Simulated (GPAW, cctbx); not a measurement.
## By hand: from a DFT structure factor to an extinction distance in PPt3

PPt3, Pm-3m (no. 221), a = 3.9463 Å, b = 3.9463 Å, c = 3.9463 Å, α = 90.00°, β = 90.00°, γ = 90.00°.

```
atom  mult.    x    y  z
 Pt1      3  1/2  1/2  0
  P1      1    0    0  0
```

The cell comes from substitution in a known structure type and wasn't matched to any measured phase.

A DFT run (GPAW, PBE, 450 eV, 6×6×6 k-points, Fermi–Dirac width 0.1 eV) gives the static X-ray structure factor of 011 as 57.005 e for the conventional cell; superposed free atoms give 57.075 e. **Problem.** Find the Fourier component V of the crystal potential and the two-beam extinction distance at 120 kV in both cases.

**1. Geometry**

The cell volume is Ω = 61.46 Å³ and d(011) = 2.7905 Å, so g = 1/d = 0.3584 Å⁻¹.

**2. The nuclei**

Electrons feel nuclei as well as electrons, so the nuclear charges are summed with the same phases.

Phase sums Σ exp(2πi h·x), turned so that the total is real and positive: Pt +1.000, P -1.000. Then F_Z = 78 × (+1.000) + 15 × (-1.000) = 63.00 e. The electron term has the same sign for this reflection.

**3. Mott–Bethe**

Poisson's equation, term by term, gives V = (e/4πε₀)(F_Z − F)/(πΩg²), with e/4πε₀ = 14.3996 V Å.

The prefactor is 14.3996 × 2.7905²/(π × 61.46) = 0.58074 V per electron. Free atoms: (63.00 − 57.075) × 0.58074 = 3.441 V. Crystal: (63.00 − 57.005) × 0.58074 = 3.482 V. F changes by -0.12 % and V by +1.2 %: the same 0.07 e is measured against F_Z − F = 5.9 e in place of F = 57.1 e.

**4. Extinction distance**

In the two-beam case ξ = 1/(λU) with U = 2γm₀eV/h², that is ξ = 150.41 V Å²/(γλV).

At 120 kV, λ = 0.03349 Å and γ = 1.2348. Free atoms: ξ = 1057 Å. Crystal: ξ = 1045 Å. The thickness fringes go as sin²(πt/ξ), so the two patterns slip by a quarter of a period when t|1/ξ₁ − 1/ξ₀| = 1/4, at t ≈ 2237 nm, thicker than usual samples. Thermal motion, absorption and many-beam coupling, left out here, change a real pattern.

**5. Answer**

V(011) is 3.48 V against 3.44 V, and ξ is 1045 against 1057 Å. Limits: static atoms, two beams.

[Outputs are excerpts: Python notices, other lines and further rows are left out; steps that failed or that the build refused (PBEsol, TPSS) are not shown.]

[Logs are printed without paths, hosts, clocks, repeated set-up lines and the standing remarks that a program may print on its own settings, such as how far it seeks lower states.]
